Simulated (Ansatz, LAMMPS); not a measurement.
# Force difference against the radius of support functions in amorphous poly(propylene oxide) (as short chains C35O12H72) at 340 K (238 atoms)

Density of this cell: 0.968 g/cm³. The cell holds 238 atoms: 70 C, 24 O and 144 H. Its edges and angles: a = 13.295 Å, b = 13.295 Å, c = 13.295 Å, α = 90.0°, β = 90.0°, γ = 90.0°. 2 poly(propylene oxide) chains of 11 units with methyl end groups placed at random, at 0.968 g/cm³; overlaps pushed apart, then 20 ps at 800 K with MMFF94 bonds, angles, torsions, charges and radii (Halgren, J. Comput. Chem. 17, 490 (1996)) in harmonic and 12-6 forms. Snapshot after 30 ps at 340 K and fixed volume.

Calculated with Ansatz 0.2.0: Kohn-Sham DFT, PBE+D4, PAW (set soft_2), localised support functions (medium), with the radius typed; the reference is Kohn-Sham DFT, PBE+D4, PAW (set soft_2), plane waves, cutoff 750 eV, Γ point, fixed occupations, with an r.m.s. force component of 0.835 eV/Å.

```
radius (Å)  r.m.s. force difference (meV/Å)     time
      3.27                             0.47     81 s
      3.53                                ?        ?
      3.77                            0.407     94 s
      4.04                            0.373  1.8 min
      4.54                            0.357  2.5 min
      5.05                             0.35  3.6 min
```

**Question.** Fit a power law of the radius to the rows given and interpolate to the withheld row.

Worked fit:

A power law y = A x^b is a line in u = ln x and v = ln y.

```
u = ln x   v = ln y
 1.18479  -0.755023
 1.32708  -0.898942
 1.39624  -0.986177
 1.51293   -1.03002
 1.61939   -1.04982
```

With n = 5: mean u = 1.40808, mean v = -0.943997, Σ(u − ū)² = 0.11220, Σ(u − ū)(v − v̄) = -0.076727. Slope b = -0.076727 / 0.11220 = -0.68382; intercept a = v̄ − b ū = 0.018879.

At the withheld row u = 1.261, v = a + b u = -0.8436, and y = exp(v).

Prediction at 3.53: 0.4302 meV/Å. The run gave 0.435 meV/Å, so the fit is low by 0.0048 meV/Å (1.1 % of the value).

The fitted exponent is -0.68. Between neighbouring rows, the withheld one included, the exponents are -1.0, -1.0, -1.3, -0.38 and -0.19, so one power law doesn't hold over the range: the values level off at a floor. Among the rows given, the largest relative miss of the fit is at 4.04, by 0.019 meV/Å (5.2 %).

Limits: The difference holds the reference's own basis error, which sets a floor under it.

[Logs are printed without paths, hosts, clocks, repeated set-up lines and the standing remarks that a program may print on its own settings, such as how far it seeks lower states.]

[Hosts, paths, dates, database ids (printed as entryN), source tags and the programs' standing remarks are cut or masked in the printed files.]

[The MMFF94 radii named for the starting cell were scaled by 0.96; in molecules described by MMFF94, hydrogen bound to N, O or S took a small fixed 12-6 site in their place.]
